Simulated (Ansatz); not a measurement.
# Binding curve of MoS2 on Al(111) (57 atoms)

The cell holds 57 atoms: 36 Al, 7 Mo and 14 S. Its edges and angles: a = 8.413 Å, b = 8.413 Å, c = 28.077 Å, α = 90.0°, β = 90.0°, γ = 120.0°. It derives from Al and MoS2. The starting structure: 1 layer(s) of MoS2 at its own lattice constant on a slab of Al(111) strained in the plane by up to 1.8 % to a common cell of 61 Å^2; gaps of 2.95 Å as starting values, 15 Å of vacuum, lowest layers held; not relaxed, displaced by a Gaussian of 0.01 Å. Lattice constants are starting values near those of PBE. Regions: Al(111), 36 atoms (36 Al); MoS2, 21 atoms (7 Mo and 14 S). Vacuum lies along c.

Calculated with Ansatz 0.2.0: Kohn-Sham DFT, PBE+D3(BJ), PAW (set soft_2), plane waves; cutoff 420 eV, k-mesh 3×3×1, fermi-dirac smearing of 0.1 eV. The upper part (MoS2) is moved rigidly along the normal by z from its relaxed place. Energies are the whole cell less its two frozen parts, over the face of 61.30 Å².

| shift z (Å) | interaction energy (meV/Å²) |
| --- | --- |
| -0.4 | -30.20 |
| -0.2 | -47.46 |
| +0.0 | -50.94 |
| +0.3 | -46.63 |
| +0.6 | -39.74 |
| +1.0 | ? |
| +1.6 | -20.41 |
| +2.4 | -11.88 |
| +3.5 | -6.435 |

**Question.** Fit the universal binding curve to the rows given and interpolate to the withheld row.

**Working.**

The universal binding curve is E(z) = −D (1 + z/l) exp(−z/l), whose curvature at z = 0 is D/l². The depth is D = 50.94 meV/Å². A parabola through the rows at −0.2, 0 and +0.3 Å has the curvature 2 {[E(0.3) − E(0)]/0.3 + [E(−0.2) − E(0)]/0.2} / 0.5 = 126.9 meV/Å⁴, so l = √(D / curvature) = 0.634 Å. At z = 1 Å, z/l = 1.578.

Prediction at +1.0: -27.09 meV/Å². The run gave -30.94 meV/Å², so the fit is high by 3.8 meV/Å² (12 % of the value).

The curve's steepest slope, D/(e l) at z = l, is 4.74 GPa, an estimate of the stress that rigid separation needs. Among the rows given, the largest miss of the fit is at +2.4, by 6.4 meV/Å² (14 % of the range of the table).

Limits: The parts are rigid, and they also feel their periodic images through the vacuum. The curve was made for chemical and metallic bonds; the dispersion term here falls off as a power of distance, which it can't follow.

[Hosts, paths, dates, database ids (printed as entryN), source tags and the programs' standing remarks are cut or masked in the printed files.]
